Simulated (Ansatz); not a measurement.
# What LiZnI3 (model cell, started as cubic perovskite with Zn in the octahedra) distorts into, part 3 of 3

Which phase does LiZnI3 (model cell, started as cubic perovskite with Zn in the octahedra) fall into along its unstable mode, and how much energy does it gain?

Ansatz 0.2.0; DFT PBEsol, scalar-relativistic, plane waves, PAW; PAW set soft_1.

So far. Step 5 (Energy along the mode, all amplitudes (two of the runs …): The lowest of the steps tried is the last one, at 0.6 Å, 25.4 meV/atom below the parent; the bottom of the well need not coincide with a step. Step 7 (The new phase in its own primitive cell): The largest force component left is 0.45 meV/Å and the pressure is 0.000 GPa, within the tolerances set. The cell now holds 33.03 Å³/atom. The relaxed cell has a, b, c = 7.878, 10.694, 7.842 Å (conventional setting).

The structure was built from a prototype and need not be the compound's stable phase.

## 8. Modes of the new phase, k-mesh 4×4×4, occupations fixed

A relaxed structure may still be a saddle point, so its zone-centre modes are computed. The response to a homogeneous field gives the Born charges and the dielectric tensor.

Contents of input.yaml:

```yaml
crystal:
  lattice:
    - [-3.9390812548, 5.3471465705, 3.9207632392]
    - [3.9390812548, -5.3471465705, 3.9207632392]
    - [3.9390812548, 5.3471465705, -3.9207632392]
  atoms:
    - { symbol: Li, position: [0.4761525249, 0.2261525249, 0.25] }
    - { symbol: Li, position: [0.5238474751, 0.7738474751, 0.75] }
    - { symbol: Zn, position: [0.5, 0.5, 0.0] }
    - { symbol: Zn, position: [0.0, 0.5, 0.5] }
    - { symbol: I, position: [0.6920045679, 0.0, 0.1920045679] }
    - { symbol: I, position: [0.3079954321, 0.0, 0.8079954321] }
    - { symbol: I, position: [0.3079954321, 0.5, 0.3079954321] }
    - { symbol: I, position: [0.6920045679, 0.5, 0.6920045679] }
    - { symbol: I, position: [0.8553847701, 0.6053847701, 0.25] }
    - { symbol: I, position: [0.1446152299, 0.3946152299, 0.75] }
kpoints:
  mp_grid: { grid: [4, 4, 4] }
hamiltonian:
  xc: pbesol
  pseudopotentials: { kind: paw, azcp: { folder: soft_1 }, xc_functional: pbe }
scf:
  occupations: { method: fixed }
output:
  eigenvalues: true
phonons:
  method: dfpt
  dielectric: true
  rigid_motions: translations
```

The run is started by

```bash
> ansatz run input.yaml --threads 4 --pin off --max-ram 16384MiB --backend cpu --events-out ev --progress --plain --runs-dir out
```

Numbers of over 12 decimals in the logs are rounded to 6 here.

The program printed:

```text
[...]
Crystal: 10 atoms, lattice volume = 330.330 Å³
Basis set: ecut = 420 eV, 6457 PW (Γ), exchange–correlation on 108×108×108 points (8 copies of the dense FFT grid, shifted against one another)
Bands: 80, of which v1, the nominal top of the filled ones, is band 66 counted from 1 (65 counted from 0)
Symmetry: 8 space group operations
k-points: 36 of 64 (irreducible under 1 space group operation, time reversal used)
[...]
SCF iter   1: F=—  HF=-51571.307418 eV  |F-HF|=—  |Δ(HF+E_count)|=         —  Δρ=5.62e-2  dr2=8.50e0  ethr=3.10e-3  ⟨swp⟩=5.0  Hψ=10240  notcnv=0  defer=423
[...]
SCF iter  13: F=-51568.580105 eV  HF=-51568.580105 eV  |F-HF|=1.46e-11  |Δ(HF+E_count)|=  4.51e-10  Δρ=5.82e-8  dr2=1.34e-11  ethr=1.00e-12  ⟨swp⟩=21.4  Hψ=23341  notcnv=0
SCF 1 converged in 13 iterations: F = -51568.580105 eV  dr2 = 1.34e-11
[...]
NSCF: frozen V_eff on 4 k-points
[...]
DFPT response loops at Γ: preconditioner auto → none (the input reference at scf.mixing.eps_inf says where Resta's filter doesn't serve); β = 0.50; Broyden in place of MSR1
── the response to a field inside a basis, on 8×8×8 k-points: an SCF that follows is theirs, and a resumed run solves both again ──
Bands: 67, of which v1, the nominal top of the filled ones, is band 66 counted from 1 (65 counted from 0)
k-points: 94 of 512
[...]
Eigensolver: Dense (94 Hₖ)
SCF iter   1: F=—  HF=-51568.396879 eV  |F-HF|=—  |Δ(HF+E_count)|=         —  Δρ=2.07e-4  dr2=6.11e-5  ethr=1.00e-1
[...]
SCF iter   6: F=-51568.396840 eV  HF=-51568.396840 eV  |F-HF|=2.34e-8  |Δ(HF+E_count)|=   1.44e-7  Δρ=1.20e-6  dr2=1.67e-8  ethr=9.29e-11
SCF 1 converged in 6 iterations: F = -51568.396840 eV  dr2 = 1.67e-8
[...]
WARN: field response: ε∞ stands inside a basis, on 8×8×8 points; the force constants stand on the 4×4×4 k-mesh, whose period is 11.65 times the interband length at k = (0.0000, 0.0000, 0.0000), direct gap 0.867 eV, under 14: take them and everything formed from them as unconverged, and compare with a denser kpoints.mp_grid
SCF converged after 13 iterations
Free energy (F): -51568.580105 eV
[...]
Internal energy: -51568.580105 eV  (E = F + TS)
E sigma→0 (E₀):  -51568.580105 eV
Fermi energy:    4.370778 eV
[...]
--- Band table (eV; the first three rows and the last of 36) ---
  k-point 0: bands = [... 62 lower, 3.9537, 3.9744, 4.2238, 4.3438, 5.2108, 8.1328, 8.4576, 8.5935, ... 10 higher]
  k-point 1: bands = [... 62 lower, 3.8746, 4.0586, 4.0939, 4.1534, 5.6618, 7.7914, 8.9678, 9.0868, ... 10 higher]
  k-point 2: bands = [... 62 lower, 3.8627, 3.8627, 4.0962, 4.0962, 6.5421, 6.5421, 9.6966, 9.6966, ... 10 higher]
  k-point 35: bands = [... 62 lower, 3.5213, 3.8237, 3.9361, 4.2909, 6.5581, 7.3130, 8.6521, 9.3453, ... 10 higher]
[...]
k mesh reduced under 1 symmetry operation, with k and −k counted as one. Each operation leaves every solved perturbation unchanged. A smaller set is not considered because the run solves the response to a homogeneous field
  ASR residual: 6.545e-5 → 0.000e0 eV/Å²; symmetrization residual: 7.888e-7 eV/Å²
  ASR residual per site (eV/Å²): 6.34e-6 6.34e-6 6.54e-5 6.54e-5 1.92e-5 1.92e-5 1.92e-5 1.92e-5 2.28e-5 2.28e-5
  Γ frequencies (cm⁻¹): -50.47 0.00 0.00 0.00 14.88 27.04 28.80 29.64 30.34 33.01 50.46 58.23 59.09 60.90 64.36 71.58 84.31 95.26 104.35 109.53 109.68 116.30 120.38 126.69 146.51 166.69 214.55 249.15 251.54 286.02
  ε∞ (high-frequency dielectric tensor):
        6.353682     0.000000     0.000000
        0.000000     6.517504    -0.000000
        0.000000    -0.000000     5.635460
  softest optical mode at Γ: -50.47 cm⁻¹; the repairs (sum rule, projections) moved no ω² at Γ by more than (1.10 cm⁻¹)²
  Born effective charges Z* (e; rows j = field, columns β = displacement):
    site 0:
         1.43421    0.00000    0.00000
         0.00000    1.56379   -0.00000
        -0.00000   -0.00000    0.67837
    site 1:
         1.43421    0.00000    0.00000
         0.00000    1.56379   -0.00000
        -0.00000   -0.00000    0.67837
    site 2:
         3.36401   -0.00000   -0.00000
        -0.00000    3.35294    0.24964
        -0.00000   -0.80901    3.12275
    site 3:
         3.36401    0.00000   -0.00000
        -0.00000    3.35294   -0.24964
        -0.00000    0.80901    3.12275
    site 4:
        -2.13496    0.00000   -0.98358
         0.00000   -1.14500   -0.00000
        -1.03076   -0.00000   -1.24945
    site 5:
        -2.13496    0.00000   -0.98358
         0.00000   -1.14500   -0.00000
        -1.03076   -0.00000   -1.24945
    site 6:
        -2.13496   -0.00000    0.98358
        -0.00000   -1.14500   -0.00000
         1.03076   -0.00000   -1.24945
    site 7:
        -2.13496   -0.00000    0.98358
        -0.00000   -1.14500   -0.00000
         1.03076   -0.00000   -1.24945
    site 8:
        -0.52830    0.00000   -0.00000
        -0.00000   -2.62673    0.00000
        -0.00000   -0.00000   -1.30221
    site 9:
        -0.52830    0.00000   -0.00000
        -0.00000   -2.62673    0.00000
        -0.00000   -0.00000   -1.30221
  Z* charge neutrality: 2.278e-2 e pre-enforcement
  solved inside a basis spanned on kpoints, on 8×8×8 k-points, taken by the longest dipole's decay: ε∞ is read to err by 3.1e-2, Z* by 1.0e-1 e (field_mesh: kpoints solves on kpoints); Z* is corrected for what the basis lacks
  optical modes at Γ without the LO–TO term, one row a degenerate level:
      ω (cm⁻¹)  modes    IR ((D/Å)²/amu)
        -50.47      1             6.9051
         14.88      1             0.0000
         27.04      1             0.0000
         28.80      1             3.0136
         29.64      1             6.4153
         30.34      1             0.0000
         33.01      1             0.0107
[...]
optical modes at Γ + LO–TO along q̂ = [1.0000, 0.0000, 0.0000]:
      ω (cm⁻¹)  modes    IR ((D/Å)²/amu)
[...]
optical modes at Γ + LO–TO along q̂ = [0.0000, 1.0000, 0.0000]:
      ω (cm⁻¹)  modes    IR ((D/Å)²/amu)
[...]
optical modes at Γ + LO–TO along q̂ = [0.0000, 0.0000, 1.0000]:
      ω (cm⁻¹)  modes    IR ((D/Å)²/amu)
[...]
104.35      1            10.0793
        109.53      1             0.0000
        109.72      1             0.0027
        120.38      1             0.3741
        126.69      1             0.0000
        135.02      1             3.5789
        146.51      1             0.0000
        182.35      1             7.3157
        214.55      1            14.8957
        249.15      1             0.0000
        251.54      1             0.0000
        286.02      1            14.2319
```

Run time: 11 min. Hardware: 4 threads of Arm Neoverse V1, shared host; peak memory 6 GiB.

Numbers from this step:

| Property | Result |
| --- | --- |
| sum-rule residual before enforcement | 6.54e-5 eV/Å² |
| miss of the charge sum rule | 0.02278 e |
| estimated error of the dielectric tensor | 0.03101 |
| estimated error of the Born charges | 0.1036 e |
| point group | mmm |
| highest optical mode at the zone centre (no LO-TO term) | 286.0 cm⁻¹ |
| lowest optical zone-centre mode | -50.47 cm⁻¹ |
| mean high-frequency dielectric constant | 6.169 |
| largest Born charge (third of the trace) | 3.280 e |
| top of the zone-centre spectrum with the field | 313.6 cm⁻¹ |

Patterns of degenerate modes are one choice out of their space. The modes at Γ (shares of kinetic energy by element, %) (negative means imaginary):

```
mode  frequency (cm⁻¹)  symmetry  Li %  Zn %  I %
   1             -50.5       B3u     0    78   22
   2               0.0  acoustic     2    14   84
   3               0.0  acoustic     2    14   84
   4               0.0  acoustic     2    14   84
   5              14.9       B1g     0     0  100
   6              27.0       B3g     0     0  100
   7              28.8       B2u     1    70   29
   8              29.6       B1u     0    69   31
   9              30.3       B2g     1     0   99
  10              33.0       B3u     1     0   99
  11              50.5       B1g     0     0  100
  12              58.2       B1u     1    18   81
  13              59.1       B3g     2     0   98
  14              60.9        Ag     1     0   99
  15              64.4        Au     0     1   99
  16              71.6       B2g     2     0   98
  17              84.3        Ag     5     0   95
  18              95.3       B3u     0     8   92
  19             104.3       B2u     3    40   57
  20             109.5        Au     0    99    1
  21             109.7       B1u    34    54   12
  22             116.3       B1u     5     9   87
  23             120.4       B2u     1    71   28
  24             126.7       B3g     1     0   99
  25             146.5        Ag    94     0    6
  26             166.7       B1u    58    36    6
  27             214.6       B3u    97     0    3
  28             249.2       B2g    97     0    3
  29             251.5       B3g    97     0    3
  30             286.0       B2u    93     5    2
```

Displacements in mode 1 (-50.5 cm⁻¹), the largest set to 1:
```
Li1 -0.11  0.00  0.00
Li2 -0.11  0.00  0.00
Zn3  1.00  0.00  0.00
Zn4  1.00  0.00  0.00
I5  -0.11  0.00  0.15
I6  -0.11  0.00  0.15
I7  -0.11  0.00 -0.15
I8  -0.11  0.00 -0.15
I9  -0.28  0.00  0.00
I10 -0.28  0.00  0.00
```

Displacements in mode 12 (58.2 cm⁻¹), the largest set to 1:
```
Li1  0.00  0.00 -0.79
Li2  0.00  0.00 -0.79
Zn3  0.00  0.16  1.00
Zn4  0.00 -0.16  1.00
I5   0.72  0.00 -0.62
I6   0.72  0.00 -0.62
I7  -0.72  0.00 -0.62
I8  -0.72  0.00 -0.62
I9   0.00  0.00  0.77
I10  0.00  0.00  0.77
```

Optical modes at the zone centre, without and with the macroscopic field of the longitudinal modes; each column is sorted by frequency, so a row need not hold one and the same mode. Modes with and without the field, by row:

```
rank among optical modes  no field (cm⁻¹)  q along (1, 0, 0) (cm⁻¹)  q along (0, 1, 0) (cm⁻¹)  q along (0, 0, 1) (cm⁻¹)
                       1            -50.5                      14.9                     -50.5                     -50.5
                       2             14.9                        27                      14.9                      14.9
                       3               27                      28.8                        27                        27
                       4             28.8                      29.6                      29.6                      28.8
                       5             29.6                      30.3                      30.3                      30.3
                       6             30.3                      31.8                        33                        33
                       7               33                      36.4                      45.9                      50.5
                       8             50.5                      50.5                      50.5                      56.5
                       9             58.2                      58.2                      58.2                      59.1
                      10             59.1                      59.1                      59.1                      60.9
                      11             60.9                      60.9                      60.9                      64.4
                      12             64.4                      64.4                      64.4                      71.6
                      13             71.6                      71.6                      71.6                      75.6
                      14             84.3                      84.3                      84.3                      84.3
                      15             95.3                     104.3                      95.3                      95.3
                      16            104.3                     109.5                     109.5                     104.3
                      17            109.5                     109.7                     109.7                     109.5
                      18            109.7                     114.3                     116.3                     109.7
                      19            116.3                     116.3                     119.6                     120.4
                      20            120.4                     120.4                     126.7                     126.7
                      21            126.7                     126.7                     143.8                       135
                      22            146.5                     146.5                     146.5                     146.5
                      23            166.7                     166.7                     166.7                     182.3
                      24            214.6                     249.2                     214.6                     214.6
                      25            249.2                     251.5                     249.2                     249.2
                      26            251.5                     253.9                     251.5                     251.5
                      27              286                       286                     313.6                       286
```

Born charge (rows field, columns displacement) (e), principal values of the symmetric part by kind of site:

```
atom  atoms with these values    low  middle   high   mean
 Li1                        2   0.68    1.43   1.56   1.23
 Zn3                        2   2.94    3.36   3.54   3.28
  I5                        4  -2.79   -1.14  -0.59  -1.51
  I9                        2  -2.63   -1.30  -0.53  -1.49
```

In full for I9:

```
-0.53  0.00  0.00
 0.00 -2.63  0.00
 0.00  0.00 -1.30
```

High-frequency dielectric tensor:

```
6.35 0.00 0.00
0.00 6.52 0.00
0.00 0.00 5.64
```

Transverse modes; imaginary modes are left out. Lines of the infrared spectrum (strongest = 100):

```
position (cm⁻¹)  lines merged  relative intensity
             15             1                 0.0
             27             1                 0.0
             29             1                  20
             30             2                  43
             33             1                 0.1
             50             1                 0.0
             58             1                 1.9
             59             1                 0.0
             61             1                 0.0
             64             1                 0.0
             72             1                 0.0
             84             1                 0.0
             95             1                  27
            104             1                  68
            110             2                 0.2
            116             1                  24
            120             1                 2.5
            127             1                 0.0
            146             1                 0.0
            167             1                  18
            215             1                 100
            249             1                 0.0
            252             1                 0.0
            286             1                  96
```

Before it was imposed, the acoustic sum rule was missed by 6.5e-5 eV/Å² and the charge sum rule by 0.023 e. Small misses are needed for a sound result but don't prove that mesh and cutoff are converged. The lowest optical mode is imaginary, 50.5i cm⁻¹, so the energy falls along it.

The log warns of the k mesh: “the force constants stand on the 4×4×4 k-mesh, whose period is 11.65 times the interband length at k = (0.0000, 0.0000, 0.0000), direct gap 0.867 eV, under 14: take them and everything formed from them as unconverged”.

## 9. The phases reached

The phases reached along the modes that were followed are set side by side.

Energies are those of the first relaxation, on the mesh of the frozen mode; space group, volume and gap are those of the last relaxation. Phases, by row:

```
                   mode frozen in  space group  energy from parent (meV/atom)  volume (Å³/atom)  gap on mesh (eV)  lowest zone-centre optical mode (cm⁻¹)  largest shift (Å)
                           parent        Pm-3m                              0             34.51                 0                                       –                  –
         q = (0, 0, 0), 171i cm⁻¹          R3m                         -153.1              44.3             1.521                                   -23.3              1.464
         q = (0, 0, 0), 171i cm⁻¹         Amm2                         -314.6             41.65             2.308                                   -15.7              2.027
q = (-0.5, -0.5, -0.5), 169i cm⁻¹       I4/mmm                         -90.37             35.76                 0                                   -49.7              1.409
q = (-0.5, -0.5, -0.5), 169i cm⁻¹         R-3m                         -109.5             36.36                 0                                   -47.8              1.763
q = (-0.5, -0.5, -0.5), 169i cm⁻¹         Imma                         -193.9             33.03              0.84                                   -50.5              1.773
```

## 10. Results

| Item | Value |
| --- | --- |
| unstable mode of the parent | q = (-0.5, -0.5, -0.5), 169i cm⁻¹ |
| depth at the lowest point sampled | 25.4 meV/atom |
| largest atomic shift at that point | 0.6 Å |
| space group reached (within 0.01 Å) | Imma |
| energy gained over the parent (first relaxation, on the mesh of the frozen mode) | 194 meV/atom |
| volume per atom, phase reached | 33.0 Å³ |
| gap on the k-mesh, phase reached | 0.840 eV |
| lowest optical zone-centre mode, phase reached | -50.5 cm⁻¹ |
| highest optical mode at the zone centre (no LO-TO term), phase reached | 286 cm⁻¹ |

What this shows: Along this mode the structure falls into Imma, 194 meV/atom below the parent. At the parent's cell the well is 25.39 meV/atom deep on the steps tried, with its lowest point at a shift of 0.6 Å. That is the last step tried, so the steps alone don't bracket the bottom of the well. Relaxing atoms and cell changes the gain by +168.52 meV/atom against the lowest step (energies at zero smearing). Most of the total comes from this relaxation. The new phase still has an imaginary mode at the zone centre of its cell, so it is a saddle point on the way to a lower structure. Of the 5 patterns followed to their end from this parent, this one ends 121 meV/atom above the lowest, Amm2. Each path keeps the symmetry of its pattern, so a lower phase may lie along a pattern not tried. With the field response the log warns that the k mesh is coarse for the force constants too, so the frequencies may not be converged. With no gap, or one that is small against the smearing, the frequencies hang on the k mesh and the smearing, most of all near Kohn anomalies. Spin-orbit coupling is left out, which can matter for the heavy elements here. The PAW files were made for PBE and serve the other functionals too. The starting cell was built on a prototype and not taken from a measurement, so the phase need not exist.

[Logs are printed without paths, hosts, clocks, repeated set-up lines and the standing remarks that a program may print on its own settings, such as how far it seeks lower states.]

[Hosts, paths, dates, database ids (printed as entryN), source tags and the programs' standing remarks are cut or masked in the printed files.]
